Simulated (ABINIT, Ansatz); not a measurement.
Computed results, one entry a study.

**NaHF2 (R-3m): G0W0 with ABINIT, start to end**

Symmetry: R-3m, No. 166, trigonal system. The conventional cell has a = 3.474 Å, b = 3.474 Å, c = 13.750 Å, α = 90.00°, β = 90.00°, γ = 120.00°. Na has 6 F at 2.32 Å nearest. Nearest to H lie 2 F at 1.13 Å. Nearest to F lie 1 H at 1.13 Å and 3 Na at 2.32 Å. Farther neighbours, and contacts between anions beyond the nearest, are not listed.

| Item | Value |
| --- | --- |
| method | RPA screening on PBEsol, plane waves, norm-conserving pseudopotentials (and 2 further levels or steps) |
| program | ABINIT 10.8.3 |
| settings | cutoff 38 Ha, PseudoDojo scalar-relativistic 0.4.1 standard, norm-conserving, ngkpt (4, 4, 4), nband 89, ecuteps 6.5 Ha, inclvkb 2, shiftk (0, 0, 0), symchi 1, awtr 1, frequency ppm, 4×4×4 k-mesh |
| cost | 5 runs, 4.3 min in all on 4 MPI ranks of Intel Xeon 6975P-C (Granite Rapids), shared host |
| notes | The program’s warnings: nkpt*nsppol () is not a multiple of nproc spkpt (). The cell and positions come from the Crystallography Open Database and are kept as given unless a step says otherwise. |
| PBEsol gap | 6.93 eV, indirect |
| G0W0 gap on the mesh | 11.38 eV |
| GW settings | 4×4×4 mesh, 89 bands, screening to 176.9 eV, Godby-Needs plasmon pole |
| known limits | short of the basis limit |

G0W0 moves the gap on the mesh from 6.93 eV to 11.38 eV (+4.45 eV), with Z of 0.84 and 0.91 at the edges. Local fields lower the RPA ε∞ on this mesh from 1.77 to 1.67.

[Paths, hosts, dates, memory and timing lines, banners, echoed tables and standing remarks are left out of the program output; an Ansatz launch command may be rebuilt from the run's recorded settings. Measured values are a selection of at most five: reports struck by readers or far from the other reports are left out. None is set beside runs whose start may be inverted or whose files or cutoffs have a known fault.]

[Runs of the session that timed out or met a known fault of the program may be left out.]

[Hosts, paths, dates, database ids (printed as entryN), source tags and the programs' standing remarks are cut or masked in the printed files.]

[G0W0 gaps are taken among the corrected bands and points alone; a level outside them can change the order at an edge.]

[Where Ansatz stands beside ABINIT at settings called matched, ABINIT's density can come from a denser mesh and the files from another edition; pairs whose starting gaps differed by over 0.03 eV were left out, so agreement reads better than it is.]
